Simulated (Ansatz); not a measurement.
# Ti-Pd-Ti stack of (111) layers: lattice stability ahead of a resistivity run, part 2 of 2

Question: is the lattice of Ti-Pd-Ti stack of (111) layers stable, and if so, what are its coupling constant and resistivity?

Ansatz 0.2.0; DFT PBEsol, scalar-relativistic, plane waves, PAW; PAW set soft_1.

So far. Step 3 (Relaxing tightly for phonons): Little changed from the start: no atom moved by 0.005 Å and no cell edge by 0.1 %.

**4. Phonons: q 2×2×1, k 6×6×1**

Before any scattering is computed, the phonons show whether the structure is a minimum.

The input, input.yaml:

```yaml
crystal:
  lattice:
    - [2.7667065471, -2.9036e-06, 0.0]
    - [-1.383350759, 2.3960396064, 0.0]
    - [0.0, 0.0, 32.7835731424]
  atoms:
    - { symbol: Ti, position: [0.0, 0.0, 0.1684496779] }
    - { symbol: Pd, position: [0.3333333333, 0.6666666667, 0.2362736657] }
    - { symbol: Ti, position: [0.6666666667, 0.3333333333, 0.3040976535] }
  periodic: [true, true, false]
kpoints:
  mp_grid: { grid: [6, 6, 1] }
hamiltonian:
  xc: pbesol
  pseudopotentials: { kind: paw, azcp: { folder: soft_1 }, xc_functional: pbe }
scf:
  occupations: { method: methfessel_paxton, width: 0.2 }
output:
  eigenvalues: true
phonons:
  method: dfpt
  qmesh: [2, 2, 1]
  temperatures: { t_max: 1000, t_step: 50 }
  qpath:
    path:
      - [0.0, 0.0, 0.0]
      - [0.5, 0.0, 0.0]
      - [0.33333333, 0.33333333, 0.0]
      - [0.0, 0.0, 0.0]
    npoints: 10
```

On the command line:

```sh
$ ansatz run input.yaml --threads 8 --pin off --max-ram 20480MiB --backend cpu --events-out ev --progress --plain --runs-dir out
```

Numbers of over 12 decimals in the logs are rounded to 6 here.

Log:

```text
Warning: crystal.symmetry: narrowed to the stabiliser of the run's FFT grids — unitary ops 12 → 6. A phonons.method: dfpt run fills in the rows of the dynamical matrix that it does not solve by its symmetry operations, which is exact only for operations that map its FFT grids onto themselves: filled in by any other, the frequencies could depend on the order in which like atoms are typed, or, by more than the grids' own error, on where the crystal sits among the grids' points. Excluded: 6 operations. The run can therefore solve more perturbations, solve them on more k-points, or both, and cost more. [rest of the remark cut]
[...]
Crystal: 3 atoms, lattice volume = 217.327 Å³
Basis set: ecut = 420 eV, 4273 PW (Γ), exchange–correlation on 40×40×450 points (8 copies of the dense FFT grid, shifted against one another)
Bands: 26, of which v1, the nominal top of the filled ones, is band 21 counted from 1 (20 counted from 0)
Symmetry: 12 space group operations
k-points: 7 of 36 (irreducible under 6 space group operations, time reversal used)
[...]
SCF iter   1: F=—  HF=-11863.833672 eV  |F-HF|=—  |Δ(HF+E_count)|=         —  Δρ=1.92e-1  dr2=2.35e2  ethr=3.10e-3  ⟨swp⟩=11.3  Hψ=1259  notcnv=0
[...]
SCF iter   2: F=—  HF=-11857.384319 eV  |F-HF|=—  |Δ(HF+E_count)|=    6.45e0  S|Δr|=    0.00e0  Δρ=9.26e-2  dr2=1.66e1  ethr=3.10e-3  ⟨swp⟩=11.7  Hψ=2062  notcnv=0
automatic band count: the SCF goes on with 31 bands, as 26 were too few: they end inside the smearing window of the response
SCF iter   3: F=—  HF=-11853.446673 eV  |F-HF|=—  |Δ(HF+E_count)|=    3.94e0  S|Δr|=    0.00e0  Δρ=3.27e-2  dr2=3.45e0  ethr=3.10e-3  ⟨swp⟩=4.0  Hψ=656  notcnv=0  defer=8
[...]
SCF iter  17: F=-11853.118583 eV  HF=-11853.118583 eV  |F-HF|=2.62e-10  |Δ(HF+E_count)|=  4.37e-10  S|Δr|=    0.00e0  Δρ=2.65e-8  dr2=1.75e-12  ethr=1.00e-12  ⟨swp⟩=8.6  Hψ=1018  notcnv=0
SCF 1 converged in 17 iterations: F = -11853.118583 eV  dr2 = 1.75e-12
[...]
phonons: the bands overlap, so this run is a metal and interpolates without the dipole-dipole term. If the crystal is really an insulator or semiconductor, its LO-TO splitting is missing
NSCF: frozen V_eff on 7 k-points
WARN: eigensolver did not converge (k=3): 1 band(s) unlocked after 2 eigensolves, warm-restarted (20 sweeps on the last) at ethr=1.81e-12 eV (storage-precision floor; scheduled 1.00e-12 eV) (lowest unlocked band 30, counted from 0; max residual 5.86e-5 eV among the unlocked bands, 5.86e-5 eV over every band; other slots of this pass that fall short are told together in one closing line; warning suppressed until the next SCF loop or pass starts)
WARN: eigensolver did not converge in 2 slots of this pass, the one above among them; of largest residual over every band (k=3): 1 band(s) unlocked (lowest unlocked band 30, counted from 0; max residual 5.86e-5 eV among the unlocked bands, 5.86e-5 eV over every band); of lowest unlocked band (k=3): band 30
[...]
DFPT response loops at q = (0, 0, 0) (fractional): preconditioner auto → none (partly filled bands, converged f_vac=0.724); β = 0.50; Broyden in place of MSR1
[...]
SCF converged after 17 iterations
Stability not checked: this state was not tested for a lower state beside it, because cold or Methfessel-Paxton smearing, or corrected tetrahedra, fill the levels in a way that the test cannot read (fill_not_monotonic; see scf.lower_state_search)
Free energy (F): -11853.118583 eV
[...]
Internal energy: -11853.067384 eV  (E = F + TS)
E sigma→0 (E₀):  -11853.105783 eV
Entropy (-TS):   -0.051199 eV (-17.066 meV/atom)
Fermi energy:    -4.574311 eV
[...]
--- Band table (eV; the first three rows and the last of 7) ---
  k-point 0: bands = [... 17 lower, -6.8759, -6.8759, -6.4896, -4.9246, -4.7492, -4.2701, -3.5988, -3.5988, ... 6 higher]
  k-point 1: bands = [... 17 lower, -7.2201, -7.0036, -6.2111, -4.6044, -4.5213, -4.3331, -4.0279, -3.7553, ... 6 higher]
  k-point 2: bands = [... 17 lower, -6.3825, -6.2361, -5.7829, -5.0359, -4.6224, -4.0888, -3.1890, -2.8270, ... 6 higher]
  k-point 6: bands = [... 17 lower, -4.8992, -4.5160, -4.5160, -4.4535, -4.3864, -3.9232, -3.9232, -3.5889, ... 6 higher]
--- Phonons (Γ-DFPT): 6 representative perturbations + reference (Σ response iterations 40) ---
  ASR residual: 8.422e-5 → 0.000e0 eV/Å²; symmetrization residual: 5.177e-5 eV/Å²
  The last average, over the group as it would stand without the narrowing to the FFT grids, took up to 3.039e-5 eV/Å² of the zone centre's force constants
  ASR residual per site (eV/Å²): 5.74e-5 8.42e-5 2.70e-5
  Γ frequencies (cm⁻¹): 0.00 0.00 0.00 67.94 67.94 72.22 72.22 188.88 195.47
--- Phonons (arbitrary-q DFPT): 2 irreducible q on the 2×2×1 mesh ---
  q = [0.0000, 0.0000, 0.0000] (star 1, of the zone-centre solve; hermiticity 1.46e-5, symmetrization 2.36e-6, taken by the last average 4.29e-6): -0.00 -0.00 0.00 67.94 67.94 72.22 72.22 188.88 195.47
  q = [0.0000, -0.5000, 0.0000] (star 3, 9 solved perturbations in 159 linear systems a pass and spin channel, the states on 20 of 36 k-point pairs; hermiticity 2.45e-5, symmetrization 8.15e-6, taken by the last average 2.81e-6): -179.03 -137.70 -96.36 -59.21 43.63 114.86 122.86 130.27 214.08
  sum rule: each row above includes the acoustic sum rule's correction from the zone centre's row sums; it moved no ω² by more than (0.57 cm⁻¹)²
  mesh force constants: q→R imaginary residual 1.34e-17; ASR residual 8.422e-5 → 0.000e0 eV/Å²; symmetrization residual 1.332e-15 eV/Å²
  interpolated dispersion: 31 rows × 9 modes
  density of states and harmonic sums: on the 26×26×1 q-mesh, interpolated from the force constants of a 2×2×1 supercell (no non-analytic term)
  largest difference from the sums on the solved wave vectors: F 8.09e-2 eV, S 1.01e-4 and C_V 2.62e-5 eV/K
  zero-point energy: 0.038493 eV/cell   skipped modes (ω ≤ 0): 243, of them read as no rigid motion or as one in doubt: 240 (3.506e0 modes/cell left out, lowest -179.03 cm⁻¹)   left out of the sums: 3.90e-1 of the cell's modes: C_V's classical limit lies that fraction below 3 k_B per atom; for a crystal, a wire or a layer, F and S can be off by more, and a phonons.interpolated_qmesh denser along its periods is the remedy for the sampling
```

Wall time 41 s (8 threads of Arm Neoverse V1, shared host); peak memory 1.1 GiB.

In the SCF lines HF is the Harris–Foulkes energy and dr2 the Hartree energy of the density residual, in eV; the loop may stop once dr2 is under the threshold and the program's other checks hold. Hψ counts applications of the Hamiltonian.

This step gave:

```yaml
share_of_imaginary_modes_in_the_plain_interpolation_between_solved_wavevectors: 0.39
highest_frequency_solved_or_plainly_interpolated: 214.1 cm⁻¹
```

Solved on the 2×2×1 mesh alone; all other wavevectors are interpolated. The phonon branches at the labelled points (cm⁻¹):

```csv
point,branch 1,branch 2,branch 3,branch 4,branch 5,branch 6,branch 7,branch 8,branch 9
Γ,0,0,0,68,68,72,72,189,196
halfway,-124,-92,-56,44,92,108,110,157,172
M,-179,-138,-96,-59,44,115,123,130,214
halfway,-160,-124,-96,-81,32,78,121,138,204
K,-118,-96,-96,-86,-86,-84,112,177,177
halfway,-130,-98,-68,66,74,94,108,156,172
Γ,0,0,0,68,68,72,72,189,196
```

The phonon branches as a text plot (rows in cm⁻¹):

```
    206 |               *************
    190 |*******    ****             ****  *********       ******
    173 |   ********                    ***         *********
    157 |       ****                 ***   ****     *****
    140 |           ****           **          *****
    124 |           *****************        *****
    108 |     **********    ******   ********     *********
     91 |     ********            *                 **   ****
     75 |*******                   *              ***************
     58 | ****        **            *          ***  ************
     42 |     *********************            *****
     26 |   **                     *         **            **
      9 | **                                                 ***
     -7 |*              **           *                   **     *
    -23 | ****  **                  *        **              ***
    -40 |                            *                     **
    -56 |   ****  **      *****       **   **  ***    *******
    -73 |     ****  **         ****     *    **     **
    -89 |         **  ******************************  *****
   -105 |       **  **               ***   **************
   -122 |         **  **          ***   ***
   -138 |           **  **********   ***   ***********
   -154 |             **           **
   -171 |               ***********
         Γ                   M           K                      Γ
```

Lowest modes at the softest wavevector of the mesh. Modes at q = (0.000, 0.500, 0.000), with each element's share of the kinetic energy (negative means imaginary):

```csv
mode,frequency (cm⁻¹),Ti %,Pd %
1,-179.0,92,8
2,-137.7,100,0
3,-96.4,84,16
4,-59.2,100,0
5,43.6,61,39
6,114.9,18,82
```

Displacements in mode 1 (-179.0 cm⁻¹), the largest set to 1, in the home cell:
```
Ti1  0.00  1.00 -0.06
Pd2  0.00 -0.01  0.27
Ti3  0.00 -1.00  0.06
```

Displacements in mode 6 (114.9 cm⁻¹), the largest set to 1, in the home cell:
```
Ti1  0.00  0.27 -0.43
Pd2  0.00 -0.24 -1.00
Ti3  0.00 -0.27  0.43
```

Among the solved wavevectors the lowest mode, translations apart, is -179 cm⁻¹, imaginary.

**5. Lattice stability: q 3×3×1, k 9×9×1**

An imaginary mode on so few k-points may come from the sampling, so the phonons are repeated with another q and k mesh.

Changes to input.yaml since step 4:

```diff
@@ -11,3 +11,3 @@
 kpoints:
-  mp_grid: { grid: [6, 6, 1] }
+  mp_grid: { grid: [9, 9, 1] }
 hamiltonian:
@@ -21,3 +21,3 @@
   method: dfpt
-  qmesh: [2, 2, 1]
+  qmesh: [3, 3, 1]
   temperatures: { t_max: 1000, t_step: 50 }
```

Log:

```text
[...]
Crystal: 3 atoms, lattice volume = 217.327 Å³
Basis set: ecut = 420 eV, 4273 PW (Γ), exchange–correlation on 40×40×450 points (8 copies of the dense FFT grid, shifted against one another)
Bands: 26, of which v1, the nominal top of the filled ones, is band 21 counted from 1 (20 counted from 0)
Symmetry: 12 space group operations
k-points: 12 of 81 (irreducible under 6 space group operations, time reversal used)
[...]
SCF iter   1: F=—  HF=-11863.848023 eV  |F-HF|=—  |Δ(HF+E_count)|=         —  Δρ=1.91e-1  dr2=2.31e2  ethr=3.10e-3  ⟨swp⟩=14.0  Hψ=5008  notcnv=0
[...]
SCF iter  16: F=-11853.063616 eV  HF=-11853.063616 eV  |F-HF|=7.09e-11  |Δ(HF+E_count)|=  2.71e-10  S|Δr|=    0.00e0  Δρ=4.09e-8  dr2=6.69e-12  ethr=1.00e-12  ⟨swp⟩=22.8  Hψ=2908  notcnv=0
SCF 1 converged in 16 iterations: F = -11853.063616 eV  dr2 = 6.69e-12
[...]
SCF converged after 16 iterations
[...]
Free energy (F): -11853.063616 eV
[...]
Internal energy: -11853.036053 eV  (E = F + TS)
E sigma→0 (E₀):  -11853.056725 eV
Entropy (-TS):   -0.027563 eV (-9.188 meV/atom)
Fermi energy:    -4.582606 eV
[...]
--- Band table (eV; the first three rows and the last of 12) ---
  k-point 0: bands = [... 17 lower, -6.7289, -6.7289, -6.4234, -4.8868, -4.7244, -4.1976, -3.5865, -3.5865, ... 6 higher]
  k-point 1: bands = [... 17 lower, -7.0435, -6.7887, -6.3081, -4.6234, -4.5952, -4.2564, -3.8336, -3.6198, ... 6 higher]
  k-point 2: bands = [... 17 lower, -6.9000, -6.8721, -5.9585, -4.7248, -4.5213, -4.4076, -3.9127, -3.5407, ... 6 higher]
  k-point 11: bands = [... 17 lower, -4.8588, -4.4999, -4.4999, -4.4330, -4.3605, -3.8608, -3.8608, -3.5089, ... 6 higher]
[...]
ASR residual: 1.324e-4 → 0.000e0 eV/Å²; symmetrization residual: 9.187e-5 eV/Å²
[...]
ASR residual per site (eV/Å²): 4.05e-5 1.32e-4 4.18e-5
  Γ frequencies (cm⁻¹): 0.00 0.00 0.00 55.80 55.80 57.20 57.20 183.70 188.12
--- Phonons (arbitrary-q DFPT): 3 irreducible q on the 3×3×1 mesh ---
[...]
interpolated dispersion: 31 rows × 9 modes
[...]
```

Wall time 2.4 min (8 threads); peak memory 1.7 GiB.

Numbers from this step:

| Property | Result |
| --- | --- |
| share of imaginary modes in the plain interpolation between solved wavevectors | 0.2288 |
| highest frequency, solved or plainly interpolated | 210.3 cm⁻¹ |

Solved on the 3×3×1 mesh alone; all other wavevectors are interpolated. Phonon branches along the path, in cm⁻¹:

```csv
point,branch 1,branch 2,branch 3,branch 4,branch 5,branch 6,branch 7,branch 8,branch 9
Γ,0,0,0,56,56,57,57,184,188
halfway,-34,59,90,104,110,117,148,181,187
M,-63,-56,-31,66,86,114,168,172,210
halfway,-90,-82,-80,-68,61,131,150,150,200
K,-131,-131,-95,-95,35,123,130,173,173
halfway,-46,72,90,95,102,103,157,180,184
Γ,0,0,0,56,56,57,57,184,188
```

The phonon branches as a text plot (rows in cm⁻¹):

```
    203 |               ************
    189 |***************            ****   **********************
    175 |   ********  *********         ***       ***********
    161 |           **        *****   ***  **  *******
    146 |         **               ***       **       ***
    132 |       **                 **********  ***
    118 |         *****************     ***       **     **
    104 |     ************                          *******
     90 |   ********  **  *****                   ****   ****
     75 |   ****    **  ****   ***             *******     *****
     61 |*****    ******    ****  ***        **   **  ***********
     47 |     ****    **             ***   **              **
     33 | ****          **      **      ***                  ***
     18 | **            **                                   ***
      4 |*                                                      *
    -10 | ****                                 ***         *****
    -24 |     ****        **                             **
    -38 |         ****    ******  *                   ***
    -53 |             **    *** **             ***  **
    -67 |               ************         **   **
    -81 |                         ****     **  ***
    -95 |                          ************
   -109 |                           **
   -124 |                             *******
         Γ                   M           K                      Γ
```

Lowest modes at the softest wavevector of the mesh. Modes at q = (0.333, 0.333, 0.000), with each element's share of the kinetic energy (negative means imaginary):

```csv
mode,frequency (cm⁻¹),Ti %,Pd %
1,-130.7,100,0
2,-130.7,100,0
3,-94.9,99,1
4,-94.9,99,1
5,34.7,63,37
6,123.0,100,0
```

Displacements in mode 2 (-130.7 cm⁻¹), the largest set to 1, in the home cell (x, y, z of the real part, then of the imaginary part):
```
Ti1  0.87  0.50  0.00  0.50 -0.87 -0.01
Pd2 -0.03  0.01  0.00 -0.01 -0.02  0.00
Ti3 -0.05  0.06  0.12 -0.06 -0.05  0.00
```

Displacements in mode 5 (34.7 cm⁻¹), the largest set to 1, in the home cell (x, y, z of the real part, then of the imaginary part):
```
Ti1  0.00 -0.97  0.00  0.97  0.00  0.00
Pd2  0.00  0.00 -1.00  0.00  0.00  0.00
Ti3 -0.84  0.49  0.00  0.49  0.84  0.00
```

The modes has structure finer than the step of the table below, so its rows give means over 10 cm⁻¹, whole bins alone (the curve runs from -141 to 226 cm⁻¹). Peaks (cm⁻¹: height): Pd -27.6: 0.00563, 62.3: 0.0254, 115.4: 0.0339, 161.5: 0.0150, 186.9: 0.0401; Ti -92.2: 0.0263, -64.5: 0.0324, 30.0: 0.0189, 69.2: 0.0296, 101.5: 0.0504, 168.4: 0.0427, 180.0: 0.0563.

Phonopy on the run's constants, 21x21x1 mesh, Gaussian sigma 2.6 cm⁻¹. Table of modes by wavenumber; means over each step; values in 1/cm⁻¹/cell:

```csv
wavenumber (cm⁻¹),Pd,Ti
-130,8.2e-6,0.00378
-120,2.4e-5,0.00525
-110,6.3e-5,0.00752
-100,9.1e-5,0.00700
-90,4.4e-4,0.0227
-80,9.8e-4,0.0220
-70,0.00288,0.0243
-60,0.00375,0.0283
-50,0.00383,0.0206
-40,0.00404,0.0131
-30,0.00486,0.0118
-20,0.00428,0.00720
-10,0.00252,0.00399
0,4.9e-4,4.6e-4
10,1.5e-4,3.0e-4
20,0.00163,0.00421
30,0.00435,0.0150
40,0.00548,0.00831
50,0.0115,0.0118
60,0.0220,0.0238
70,0.0187,0.0273
80,0.0105,0.0284
90,0.00971,0.0391
100,0.0104,0.0462
110,0.0209,0.0342
120,0.0198,0.0120
130,0.0124,0.00830
140,0.0109,0.0102
150,0.0124,0.0157
160,0.0125,0.0285
170,0.00985,0.0379
180,0.0187,0.0473
190,0.0323,0.0217
200,0.0187,0.00145
210,0.00860,4.0e-4
220,9.8e-5,2.8e-6
```

No LO-TO term; unit eigenvectors of the mass-weighted matrix. Modes at Γ, with each element's share of the kinetic energy:

```csv
mode,frequency (cm⁻¹),symmetry,Ti %,Pd %
1,0.0,unnamed,47,53
2,0.0,unnamed,47,53
3,0.0,unnamed,47,53
4,55.8,unnamed,100,0
5,55.8,unnamed,100,0
6,57.2,unnamed,53,47
7,57.2,unnamed,53,47
8,183.7,A1g,100,0
9,188.1,A2u,53,47
```

Displacements in mode 5 (55.8 cm⁻¹), the largest set to 1:
```
Ti1 -1.00  0.00  0.00
Pd2  0.00  0.00  0.00
Ti3  1.00  0.00  0.00
```

Displacements in mode 8 (183.7 cm⁻¹), the largest set to 1:
```
Ti1  0.00  0.00  1.00
Pd2  0.00  0.00  0.00
Ti3  0.00  0.00 -1.00
```

Among the solved wavevectors the lowest mode, translations apart, is -131 cm⁻¹, imaginary.

**6. Results**

| Item | Value |
| --- | --- |
| phonon run of the rows without a label of their own | PBEsol, q 3×3×1, k 9×9×1 |
| softest mode on the q mesh | -131 cm⁻¹ at q = (0.333, 0.333, 0) |
| highest frequency, solved or plainly interpolated | 210 cm⁻¹ |

In words: The lattice is dynamically unstable at this level: a mode at q = (0.333, 0.333, 0) is imaginary, 131i cm⁻¹, so no harmonic coupling constant or resistivity is defined for this structure. These meshes are coarse, and single modes of a metal can move by tens of cm⁻¹ with the k mesh. The coarser mesh found an imaginary mode at another wavevector, which this mesh lacks. The phonon runs are not spin-polarised. The PAW files were made for PBE; under other functionals the run regenerates their frozen core. The structure was built by hand as an ordered model, and its stability against other phases was not tested.

[Logs are printed without paths, hosts, clocks, repeated set-up lines and the standing remarks that a program may print on its own settings, such as how far it seeks lower states.]

[Hosts, paths, dates, database ids (printed as entryN), source tags and the programs' standing remarks are cut or masked in the printed files.]
